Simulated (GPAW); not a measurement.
Consider La (Im-3m).

```cif
data_structure
_symmetry_space_group_name_H-M 'P 1'
_symmetry_Int_Tables_number 1
_cell_length_a 3.6786
_cell_length_b 3.6786
_cell_length_c 3.6786
_cell_angle_alpha 109.471
_cell_angle_beta 109.471
_cell_angle_gamma 109.471
_cell_volume 38.32
loop_
_atom_site_label
_atom_site_type_symbol
_atom_site_fract_x
_atom_site_fract_y
_atom_site_fract_z
_atom_site_occupancy
La1 La 0.00000 0.00000 0.00000 1
```

Absorber: atom 1, with 8 La at 3.68 Å and 6 La at 4.25 Å (cube and octahedron, as in bcc, site symmetry m-3m). Method: GPAW, LDA, excited-electron core hole (neutral cell), 4-atom cell with 6.0 Å between holes, 6×6×6 k points, dipole transitions, Gaussian full width 3.41 eV up to 4 eV, rising linearly to 3.5 eV at 25 eV, without spin-orbit coupling.

This is not the structure that La takes at ambient pressure and room temperature (hexagonal, No. 194); it is a model or a phase of other conditions.

Q: What does the La L₃ edge look like?

Main maxima up to 29 eV above the zero (height): 3.2 eV (2.07) and 22.6 eV (0.76). At an L edge the dipole rule selects empty d (and weakly s) states on the absorber, and the strong line at the onset measures the empty part of its d band. 

The La L₃ spectrum (energy from the lowest empty level; intensity scaled to a mean of 1 over the first 20 eV):

| E (eV) | intensity |
| --- | --- |
| -2.0 | 0.13 |
| -1.5 | 0.23 |
| -1.0 | 0.38 |
| -0.5 | 0.56 |
| 0.0 | 0.78 |
| 0.5 | 1.01 |
| 1.0 | 1.25 |
| 1.5 | 1.50 |
| 2.0 | 1.73 |
| 2.5 | 1.93 |
| 3.0 | 2.05 |
| 3.5 | 2.06 |
| 4.0 | 1.95 |
| 4.5 | 1.75 |
| 5.0 | 1.50 |
| 5.5 | 1.26 |
| 6.0 | 1.05 |
| 6.5 | 0.91 |
| 7.0 | 0.81 |
| 7.5 | 0.76 |
| 8.0 | 0.74 |
| 8.5 | 0.73 |
| 9.0 | 0.74 |
| 9.5 | 0.75 |
| 10.0 | 0.76 |
| 10.5 | 0.77 |
| 11.0 | 0.77 |
| 11.5 | 0.77 |
| 12.0 | 0.77 |
| 12.5 | 0.76 |
| 13.0 | 0.76 |
| 13.5 | 0.75 |
| 14.0 | 0.74 |
| 14.5 | 0.72 |
| 15.0 | 0.71 |
| 15.5 | 0.70 |
| 16.0 | 0.70 |
| 16.5 | 0.70 |
| 17.0 | 0.70 |
| 17.5 | 0.71 |
| 18.0 | 0.71 |
| 18.5 | 0.71 |
| 19.0 | 0.71 |
| 19.5 | 0.72 |
| 20.0 | 0.72 |
| 20.5 | 0.73 |
| 21.0 | 0.74 |
| 21.5 | 0.75 |
| 22.0 | 0.76 |
| 22.5 | 0.76 |
| 23.0 | 0.76 |
| 23.5 | 0.75 |
| 24.0 | 0.73 |
| 24.5 | 0.71 |
| 25.0 | 0.68 |
| 25.5 | 0.64 |
| 26.0 | 0.62 |
| 26.5 | 0.60 |
| 27.0 | 0.59 |
| 27.5 | 0.60 |
| 28.0 | 0.61 |
| 28.5 | 0.63 |
| 29.0 | 0.64 |
| 29.5 | 0.66 |
| 30.0 | 0.67 |

Only the L₃ part is meant: spin–orbit coupling of the core level isn't computed and the L₂ copy isn't added. The script folds with a Gaussian, whereas the core hole's own line is a Lorentzian, so the onset is too steep and the first peak too high. The holes are only 6.0 Å apart, so the shape is probably not converged with cell size; no larger cell was run here. Lifetime broadening is put in by hand, and intensities beyond about 20 eV depend on it and on the partial waves; weight that the partial waves miss at high energy is lost. The structure is a computed Materials Project entry and may be a hypothetical form.

[Banner, clock and machine lines of the logs are left out without a mark of their own.]

[Logs are printed without paths, hosts, clocks, repeated set-up lines and the standing remarks that a program may print on its own settings, such as how far it seeks lower states.]

[Hosts, paths, dates, database ids (printed as entryN), source tags and the programs' standing remarks are cut or masked in the printed files.]

[Lists of maxima count a maximum above −3 eV only where it reaches 4 % of the highest in the window and stands out from its surroundings by 2 % of it (1.5 % where it reaches 55 %); shoulders and weaker maxima are passed over, and of the rest the first, up to two pre-edge ones and the few strongest are named.]
